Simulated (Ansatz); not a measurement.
**Where Sn_Ca puts its levels in the gap of CaO (Fm-3m)**

Charge states of Sn_Ca in CaO (Fm-3m), set against the band edges. Model: a cell of 54 host atoms with 1 Ca taken out and 1 Sn put in.

Program: Ansatz 0.2.0. Level of theory: place-levels on r2SCAN runs: charge-transition levels and formation energies with image-charge correction and potential alignment at the atomic sites; PAW set soft_1. Results are calculated unless marked as measured.

### 1. Set-up

The cell holds 54 atoms: 26 Ca, 27 O and 1 Sn. Its edges and angles: a = 10.173 Å, b = 10.173 Å, c = 10.173 Å, α = 60.0°, β = 60.0°, γ = 60.0°. It derives from CaO (space group Fm-3m). Nearest the centre at fractional (0.667, 0.667, 0.333): Sn51 at 0.00 Å, O28 at 2.40 Å, O44 at 2.40 Å, O32 at 2.40 Å, O34 at 2.40 Å, O46 at 2.40 Å, O50 at 2.40 Å, Ca21 at 3.39 Å.

As a file:

```xyz
54
Lattice="0.0000 7.1931 7.1931 7.1931 0.0000 7.1931 7.1931 7.1931 0.0000" Properties=species:S:1:pos:R:3 pbc="T T T"
Ca    0.0000    0.0000    0.0000
O     2.3977    2.3977    2.3977
Ca    2.3977    2.3977    0.0000
O     4.7954    4.7954    2.3977
Ca    4.7954    4.7954    0.0000
O     7.1931    7.1931    2.3977
Ca    2.3977    0.0000    2.3977
O     4.7954    2.3977    4.7954
Ca    4.7954    2.3977    2.3977
O     7.1931    4.7954    4.7954
Ca    7.1931    4.7954    2.3977
O     9.5908    7.1931    4.7954
Ca    4.7954    0.0000    4.7954
O     7.1931    2.3977    7.1931
Ca    7.1931    2.3977    4.7954
O     9.5908    4.7954    7.1931
Ca    9.5908    4.7954    4.7954
O    11.9885    7.1931    7.1931
Ca    0.0000    2.3977    2.3977
O     2.3977    4.7954    4.7954
Ca    2.3977    4.7954    2.3977
O     4.7954    7.1931    4.7954
Ca    4.7954    7.1931    2.3977
O     7.1931    9.5908    4.7954
Ca    2.3977    2.3977    4.7954
O     4.7954    4.7954    7.1931
Ca    4.7954    4.7954    4.7954
O     7.1931    7.1931    7.1931
Ca    7.1931    7.1931    4.7954
O     9.5908    9.5908    7.1931
Ca    4.7954    2.3977    7.1931
O     7.1931    4.7954    9.5908
Ca    7.1931    4.7954    7.1931
O     9.5908    7.1931    9.5908
Ca    9.5908    7.1931    7.1931
O    11.9885    9.5908    9.5908
Ca    0.0000    4.7954    4.7954
O     2.3977    7.1931    7.1931
Ca    2.3977    7.1931    4.7954
O     4.7954    9.5908    7.1931
Ca    4.7954    9.5908    4.7954
O     7.1931   11.9885    7.1931
Ca    2.3977    4.7954    7.1931
O     4.7954    7.1931    9.5908
Ca    4.7954    7.1931    7.1931
O     7.1931    9.5908    9.5908
Ca    7.1931    9.5908    7.1931
O     9.5908   11.9885    9.5908
Ca    4.7954    4.7954    9.5908
O     7.1931    7.1931   11.9885
Sn    7.1931    7.1931    9.5908
O     9.5908    9.5908   11.9885
Ca    9.5908    9.5908    9.5908
O    11.9885   11.9885   11.9885
```

Screening for the image-charge correction: ε∞ = 3.85, ε0 = 16.67, computed on the host (DFPT, PBEsol, on the r2SCAN cell), and a cell off the functional's own equilibrium shifts the ionic part.

The cell's shortest repeat is 10.2 Å.

### 2. The runs of each charge state

A transition level is the Fermi level at which two charge states cost the same, so each charge needs its own total energy, at its own relaxed structure.

Each atom starts 0.05 Å or so off its site in a random direction: a symmetric start keeps its symmetry, and would miss off-centre moves and Jahn–Teller distortions. Forces are taken at one point at (¼, ¼, ¼). The cell holds 1 electron more than the neutral one, with a uniform background that keeps it neutral on the whole. The electron count is odd, so at least one spin is unpaired; this run locks the moment at 1 μB.

The sampling was tested on the host first: at the k-points planned (1x1x1 shifted 0.25 0.25 0.25) its energy lies 0.005 eV an atom from the dense-mesh value, under the bound of 0.02 eV set for this test; that bounds the host's error, not the defect's.

One state's input; the others differ in charge, spin, start and seed, and in occupations where the table says so.

qm1_M1.relax/input.yaml reads:

```yaml
crystal:
  lattice:
    - [0.0, 2.39769239, 2.39769239]
    - [2.39769239, 0.0, 2.39769239]
    - [2.39769239, 2.39769239, 0.0]
  atoms:
    - { symbol: Ca, position: [0.0, 0.0, 0.0] }
    - { symbol: O, position: [0.5, 0.5, 0.5] }
  supercell: [3, 3, 3]
  defects: [{ substitution: { at: 50, symbol: Sn } }]
total_charge: -1
basis:
  ecutwfc: 500
  xc_grid: 2
hamiltonian:
  xc: r2scan
  pseudopotentials: { kind: paw, azcp: { folder: soft_1 } }
kpoints:
  mp_grid: { grid: [1, 1, 1], shift: [0.25, 0.25, 0.25] }
magnetization:
  spin_polarized: true
  initial_magnetization: 1
  spin_locking: { lock_magnetization: hard }
scf:
  occupations: { method: fixed }
  max_iter: 100
output:
  forces: true
  charged_corrections: { epsilon: 3.85, static_epsilon: 16.67 }
relax:
  f_tol: 0.02
  max_steps: 80
  random_displacement: { amplitude: 0.05, seed: 3675 }
checkpoint:
  write: "../qm1_M1.relax.run"
  compress: false
  write_wavefunctions: true
  write_every: 100000
```

Started as:

```console
$ ansatz run input.yaml --threads 4 --pin off --max-ram 15073MiB --backend cpu --events-out ev --progress --plain --runs-dir out
```

The relaxed structure is kept and the sampling changed to a 2×2×2 shifted mesh.

The run of this state that the levels use, under r2SCAN:

qm1_M1.point/input.yaml reads:

```yaml
crystal:
  checkpoint: "../qm1_M1.relax.run"
  host: checkpoint
total_charge: -1
basis:
  ecutwfc: 500
  xc_grid: 2
hamiltonian:
  xc: r2scan
  pseudopotentials: { kind: paw, azcp: { folder: soft_1 } }
kpoints:
  mp_grid: { grid: [2, 2, 2], shift: [0.5, 0.5, 0.5] }
magnetization:
  spin_polarized: true
  initial_magnetization: 1
  spin_locking: { lock_magnetization: hard }
scf:
  occupations: { method: fermi_dirac, width: 0.01 }
  max_iter: 100
output:
  forces: true
  eigenvalues: true
  charged_corrections:
    epsilon: 3.85
    static_epsilon: 16.67
    defect_position: [0.666667, 0.666667, 0.333333]
  eigenstates: { localisation: true }
  populations: true
  efg: {}
  band_densities: [{ bands: [v1, v1] }, { bands: [c1, c1] }]
  write_density: true
  write_potential: true
  volumetric_format: npy
checkpoint:
  read: "../qm1_M1.relax.run"
  write: "../qm1_M1.point.run"
  compress: false
  write_wavefunctions: false
  write_every: 100000
```

Relaxations under r2SCAN at one point at (¼, ¼, ¼); times on 4 threads of Arm Neoverse V1, shared host:

| charge | moment (μB) | occupations | outcome | steps | largest displacement against the far atoms (Å) | time |
| --- | --- | --- | --- | --- | --- | --- |
| −1 | 1 | fixed | converged | 6 | 0.10 | 4.7 min |
| 0 | 0 | fixed | converged | 5 | 0.10 | 1.7 min |
| +1 | 1 | fixed | converged | 5 | 0.07 | 3.9 min |
| +2 | 0 | fixed | converged | 5 | 0.25 | 1.7 min |

Single points under r2SCAN at a 2×2×2 shifted mesh; times on 4 threads of Arm Neoverse V1, shared host:

| charge | moment (μB) | occupations | outcome | time |
| --- | --- | --- | --- | --- |
| −1 | 1 | fermi-dirac | converged | 5 min |
| 0 | 0 | fermi-dirac | converged | 2 min |
| +1 | 1 | fermi-dirac | converged | 4.6 min |
| +2 | 0 | fermi-dirac | converged | 2.1 min |

Distances (Å) from Sn51 to the nearest atoms after relaxation with r2SCAN:

| charge | moment (μB) | 1. | 2. | 3. | 4. | 5. | 6. |
| --- | --- | --- | --- | --- | --- | --- | --- |
| −1 | 1 | O 2.48 | O 2.48 | O 2.49 | O 2.50 | O 2.50 | O 2.50 |
| 0 | 0 | O 2.46 | O 2.47 | O 2.48 | O 2.49 | O 2.50 | O 2.51 |
| +1 | 1 | O 2.32 | O 2.32 | O 2.33 | O 2.33 | O 2.34 | O 2.34 |
| +2 | 0 | O 2.15 | O 2.15 | O 2.15 | O 2.15 | O 2.15 | O 2.15 |

### 3. place-levels, r2SCAN

A charged cell interacts with its images and the background, and its potential has another zero than the host's. place-levels removes the first by a point-charge model, screened by the static dielectric constant since the ions have relaxed around the charge, and the second by comparing potentials at atoms far from the defect.

The host is a run of the defect-free crystal in the same cutoffs, grids and k-points, so that basis and sampling errors cancel in part in the differences. The host is run in a cell of 2 atoms on a matching mesh. Its band edges are searched through the zone by a band path, so the gap is smaller than, or equal to, that on the mesh. Chemical potentials are energies per atom of Ca (fcc) and Sn (alpha-Sn (diamond)), run with the same functional and cutoff.

levels.point.yaml reads:

```yaml
host:
  run: host.point.run
states: [qm1_M1.point.run, q0.point.run, qp1_M1.point.run, qp2.point.run]
geometry_from:
  qm1_M1.point.run: qm1_M1.relax.run
  q0.point.run: q0.relax.run
  qp1_M1.point.run: qp1_M1.relax.run
  qp2.point.run: qp2.relax.run
chemical_potentials:
  Ca:
    energy: -1821.671293
    dataset: <sha256 of the dataset>
  Sn:
    energy: -6038.703821
    dataset: <sha256 of the dataset>
epsilon: 3.85
static_epsilon: 16.67
vertical:
  - { from: qm1_M1.point.run, to: qm1_M1.point_neutral.run }
  - { from: qp1_M1.point.run, to: qp1_M1.point_neutral.run }
  - { from: qp2.point.run, to: qp2.point_neutral.run }
```

Started as:

```console
$ ansatz place-levels levels.point.yaml -- --threads 4 --pin off --max-ram 15073MiB
```

Numbers of over 12 decimals in the logs are rounded to 6 here.

Log:

```text
[... repeated set-up lines and file paths are left out, and long positions are rounded to six places ...]
(+2/+1) 2.849 eV above the valence edge, 1.349 eV under the conduction edge; not on the lower envelope
(+1/0) 2.156 eV above the valence edge, 2.042 eV under the conduction edge; not on the lower envelope
(0/-1) 4.228 eV above the valence edge (+4.608 eV without the band-filling correction), in the conduction band
(+2/0) 2.502 eV above the valence edge, 1.695 eV under the conduction edge: charges between them are lowest nowhere
formation energy of charge +2: +0.036 eV with the Fermi level at the valence edge
formation energy of charge +1: +2.884 eV with the Fermi level at the valence edge
formation energy of charge 0: +5.040 eV with the Fermi level at the valence edge
formation energy of charge -1: +9.268 eV with the Fermi level at the valence edge
vertical -1 to 0: no energy, since no alignment is typed
  the change from vertical[0].from (qm1_M1.point.run) to vertical[0].to (qm1_M1.point_neutral.run): by its potential at epsilon 3.85 it stands at 0.166 0.161 0.832, with an rms radius of about 6.3 Å (3.7 3.7 3.7 Å across the planes of the cell's vectors); [...]
vertical +1 to 0: no energy, since no alignment is typed
  the change from vertical[1].from (qp1_M1.point.run) to vertical[1].to (qp1_M1.point_neutral.run): by its potential at epsilon 3.85 it stands at 0.666 0.668 0.333, with an rms radius of about 2.4 Å (1.4 1.4 1.4 Å across the planes of the cell's vectors); [...]
vertical +2 to 0: no energy, since no alignment is typed
  the change from vertical[2].from (qp2.point.run) to vertical[2].to (qp2.point_neutral.run): by its potential at epsilon 3.85 it stands at 0.668 0.667 0.333, with an rms radius of about 4.8 Å (2.7 2.7 2.7 Å across the planes of the cell's vectors); [...]
  edges by r2scan, gap 4.197 eV; the host is sampled to repeats of 20.35 Å
  the defect's cells are sampled to repeats of 20.35 Å, like sampling
  charge +2: -68872.4015 eV with its correction of +0.833 eV, at epsilon 16.67, aligned at sites: +0.1410 eV, mean over 21 atomic sites at or beyond 5.09 Å from the defect at [0.6667, 0.6667, 0.3333], with -0.000000 for the charge's moments and without [...]
  charge +1: -68862.1160 eV with its correction of +0.282 eV, at epsilon 16.67, aligned at sites: +0.1448 eV, mean over 21 atomic sites at or beyond 5.09 Å from the defect at [0.6667, 0.6667, 0.3333], with +0.000000 for the charge's moments and without [...]
  charge 0: +0.000 eV for its dipole among its images, +0.000 omitted
  charge -1: -68840.4779 eV with its correction of -0.049 eV, at epsilon 16.67, aligned at sites: +0.1867 eV, mean over 21 atomic sites at or beyond 5.09 Å from the defect at [0.6667, 0.6667, 0.3333], with +0.000000 for the charge's moments and without [...]
  of states[3] (qp2.point.run): it parts from the run at its places by a charge that spreads by about 2.7 Å along one vector (1.4 Å or more is wide), by its potential at epsilon 3.85, taken for that of held ions (one typed too small widens it), where the cell [...]
  of states[2] (qp1_M1.point.run): its alignment with the host at atomic sites is doubtful: the cell is too small to show whether the defect's potential has decayed: take a larger one; stability_check_not_made
  of states[1] (q0.point.run): its alignment with the host at atomic sites is doubtful: the cell is too small to show whether the defect's potential has decayed: take a larger one
  of states[0] (qm1_M1.point.run): it parts from the run at its places by a charge that spreads by about 3.7 Å along one vector (1.4 Å or more is wide), by its potential at epsilon 3.85, taken for that of held ions (one typed too small widens it), where the [...]
  of vertical[0].from (qm1_M1.point.run): its moments are held at its close (magnetization.spin_locking), by a field of 0.088 eV a Bohr magneton, and its energy and levels are of the state that this holds: a run that lets them go can end lower; [...]
  of vertical[1].from (qp1_M1.point.run): stability_check_not_made
  of vertical[2].from (qp2.point.run): it parts from the run at its places by a charge that spreads by about 2.7 Å along one vector (1.4 Å or more is wide), by its potential at epsilon 3.85, taken for that of held ions (one typed too small widens it), where [...]
  vertical[2].to (qp2.point_neutral.run): levels filled in part (TS 0.011 eV): its energy is of no whole electron's
```

The job ended after 0.48 s (4 threads of Arm Neoverse V1, shared host).

Levels between the charges placed, in eV above the valence top:

|  | gap (eV) | (+2/+1) | (+1/0) | (0/−1) |
| --- | --- | --- | --- | --- |
| r2SCAN | 4.20 | 2.85 | 2.16 | 4.23 |

Corrections by state:

| charge | moment (μB) | image terms and alignment (eV) | band filling (eV) | ε used | over the lowest of its charge, as the program ranks them, band filling apart (eV) |
| --- | --- | --- | --- | --- | --- |
| +2 | 0.0 | 0.833 | - | 16.67 | 0.000 |
| +1 | 1.0 | 0.282 | - | 16.67 | 0.000 |
| 0 | 0.0 | 0.000 | - | - | 0.000 |
| −1 | 1.0 | -0.049 | -0.380 | 16.67 | 0.000 |

The charged structures listed were also run neutral, and place-levels reads from each pair, by the potential or the spins, how wide the charge is by which they differ; that can be the carrier of either run.

| charge | rms radius (Å) | spread where it is widest against the cell (Å) | wide from (Å) | reading |
| --- | --- | --- | --- | --- |
| +2 | 4.8 | 2.75 | 1.44 | wide |
| +1 | 2.4 | 1.41 | 1.44 | narrow |
| −1 | 6.3 | 3.66 | 1.44 | wide |

The neutral runs of these pairs need not share the spin of the lowest neutral state, and very wide values only mean spread over the cell.

From the program's caveats on the states, each cut to its opening words:

- charge +2: it parts from the run at its places by a charge that spreads by about 2.7 Å along one vector (1.4 Å or more is wide), by its potential at epsilon 3.85, taken [...]
- charge +2, +1 (1 μB), 0, −1 (1 μB): its alignment with the host at atomic sites is doubtful: the cell is too small to show whether the defect's potential has decayed: take a larger one
- charge +1 (1 μB), −1 (1 μB): flagged: stability check not made
- charge −1 (1 μB): it parts from the run at its places by a charge that spreads by about 3.7 Å along one vector (1.4 Å or more is wide), by its potential at epsilon 3.85, taken [...]
- charge −1 (1 μB): a band-filling correction moves a carrier to the host's band edge, which changes its energy by -0.380 eV
- charge −1 (1 μB): its moments are held at its close (magnetization.spin_locking), by a field of 0.088 eV a Bohr magneton, and its energy and levels are of the state that this [...]

The host's formation energy from the elements is -3.216 eV per atom; it sets how far the chemical potentials can move.

Limit set by the element alone; other compounds of these elements are not counted. Chemical potentials from the elements' reference states: Ca 0.00 eV, O -6.43 eV, Sn 0.00 eV. Formation energy by charge state (Ca-rich; gap 4.20 eV):

| charge | at valence top (eV) | at conduction bottom (eV) | correction included (eV) |
| --- | --- | --- | --- |
| +2 | 0.04 | 8.43 | 0.83 |
| +1 | 2.88 | 7.08 | 0.28 |
| 0 | 5.04 | 5.04 | 0.00 |
| −1 | 9.27 | 5.07 | -0.43 |

(Fermi level (eV), lowest formation energy (eV)): (0.00, 0.04), (0.38, 0.80), (0.76, 1.56), (1.14, 2.32), (1.53, 3.09), (1.91, 3.85), (2.29, 4.62), (2.67, 5.04), (3.05, 5.04), (3.43, 5.04), (3.82, 5.04), (4.20, 5.04)

Limit set by the element alone; other compounds of these elements are not counted. Chemical potentials from the elements' reference states: O 0.00 eV, Ca -6.43 eV, Sn 0.00 eV. Formation energies (O-rich), with the Fermi level at the valence top and at the conduction bottom (gap 4.20 eV):

| charge | at valence top (eV) | at conduction bottom (eV) | correction included (eV) |
| --- | --- | --- | --- |
| +2 | -6.40 | 2.00 | 0.83 |
| +1 | -3.55 | 0.65 | 0.28 |
| 0 | -1.39 | -1.39 | 0.00 |
| −1 | 2.84 | -1.36 | -0.43 |

(Fermi level (eV), lowest formation energy (eV)): (0.00, -6.40), (0.38, -5.63), (0.76, -4.87), (1.14, -4.11), (1.53, -3.35), (1.91, -2.58), (2.29, -1.82), (2.67, -1.39), (3.05, -1.39), (3.43, -1.39), (3.82, -1.39), (4.20, -1.39)

### 4. Effect of the sampling

The relaxations' own energies give the levels at their sampling, for comparison.

levels.relax_mesh.yaml reads:

```yaml
host:
  run: host.relax.run
states: [qm1_M1.relax.run, q0.relax.run, qp1_M1.relax.run, qp2.relax.run]
chemical_potentials:
  Ca:
    energy: -1821.671293
    dataset: <sha256 of the dataset>
  Sn:
    energy: -6038.703821
    dataset: <sha256 of the dataset>
```

Started as:

```console
$ ansatz place-levels levels.relax_mesh.yaml -- --threads 4 --pin off --max-ram 15073MiB
```

Log:

```text
[...]
formation energy of charge +2: +0.046 eV with the Fermi level at the valence edge
formation energy of charge +1: +2.865 eV with the Fermi level at the valence edge
formation energy of charge 0: +4.999 eV with the Fermi level at the valence edge
formation energy of charge -1: +9.221 eV with the Fermi level at the valence edge
  edges by r2scan, gap 4.183 eV; the host is sampled to repeats of 10.17 Å
[... the lines on each state left out ...]
```

It took 0.15 s on 4 threads.

Levels between neighbouring charges, in eV above the valence top:

|  | gap (eV) | (+2/+1) | (+1/0) | (0/−1) |
| --- | --- | --- | --- | --- |
| one point at (¼, ¼, ¼) | 4.18 | 2.82 | 2.13 | 4.22 |
| a 2×2×2 shifted mesh | 4.20 | 2.85 | 2.16 | 4.23 |

Going from one point at (¼, ¼, ¼) to a 2×2×2 shifted mesh moves the levels that carry no band-filling term by up to 0.03 eV and formation energies against the elements by up to 0.05 eV; band-filling terms, which differ between samplings, are in these energies.

### 5. Summary of results

- gap of the host: 4.20 eV (r2SCAN)
- level (plus 2/plus 1): 2.85 eV above the valence top, not a change between lowest states
- level (plus 1/0): 2.16 eV above the valence top, not a change between lowest states
- level (0/minus 1): 4.23 eV above the valence top, past the conduction bottom (4.61 eV above the valence top without the band-filling term)
- level (plus 2/0): 2.50 eV above the valence top
- lowest of the charges placed, just above the valence top (0.02 eV): +2
- lowest of the charges placed, just below the conduction bottom (0.02 eV): 0
- lowest formation energy at mid-gap of the charges run, Ca-rich: 4.23 eV
- lowest formation energy at mid-gap of the charges run, O-rich: -2.20 eV

In words: Of the charges placed (−1, 0, +1 and +2), the lowest changes at 2.50 eV (+2/0) above the valence top, in a gap of 4.20 eV. (+2/0) passes over charge +1, which lies 0.35 eV above the two there; a lower structure or spin state of it, if missed, would change that. Charges above +2 were not placed, so these runs say nothing of levels that involve them. States placed: +2 at 0 μB; +1 at 1 μB; 0 at 0 μB; −1 at 1 μB. Other spin states or structures, where not listed, weren't placed. The program finds carriers beyond a band edge of the host and adds a band-filling term at charge −1 (-0.38 eV); steps to such a charge show no bound level, and a defect level inside a band would be read the same way. Sn is taken at its element; compounds, which aren't counted here, bound the chemical potentials and would shift these formation energies. The lowest formation energy (O-rich) is negative across the gap, so the defect would form by itself: these chemical potentials lie beyond what competing compounds allow, or the host is unstable against it. Going from one point at (¼, ¼, ¼) to a 2×2×2 shifted mesh moves the levels that carry no band-filling term by up to 0.03 eV and formation energies against the elements by up to 0.05 eV; band-filling terms, which differ between samplings, are in these energies. The program doubts the alignment of potentials for at least one state, a sign that the cell is small. What this leaves open: r2SCAN makes the gap too small and tends to spread out bound carriers; where a gas molecule sets a chemical potential or the host's formation energy, its binding is uncorrected; spin–orbit coupling, which can matter with heavy atoms, is left out.

[Logs are printed without paths, hosts, clocks, repeated set-up lines and the standing remarks that a program may print on its own settings, such as how far it seeks lower states.]

[Hosts, paths, dates, database ids (printed as entryN), source tags and the programs' standing remarks are cut or masked in the printed files.]

[Where a table of states has a column of steps, it counts the stored structures, which are thinned; the runs took as many ionic steps or more.]

[A defect's name tells the site on which it was built; relaxed atoms can leave that site.]

[For some hosts the program warned that the k-mesh of the response run may be too coarse for force constants and the static dielectric constant; such warnings are not shown here.]
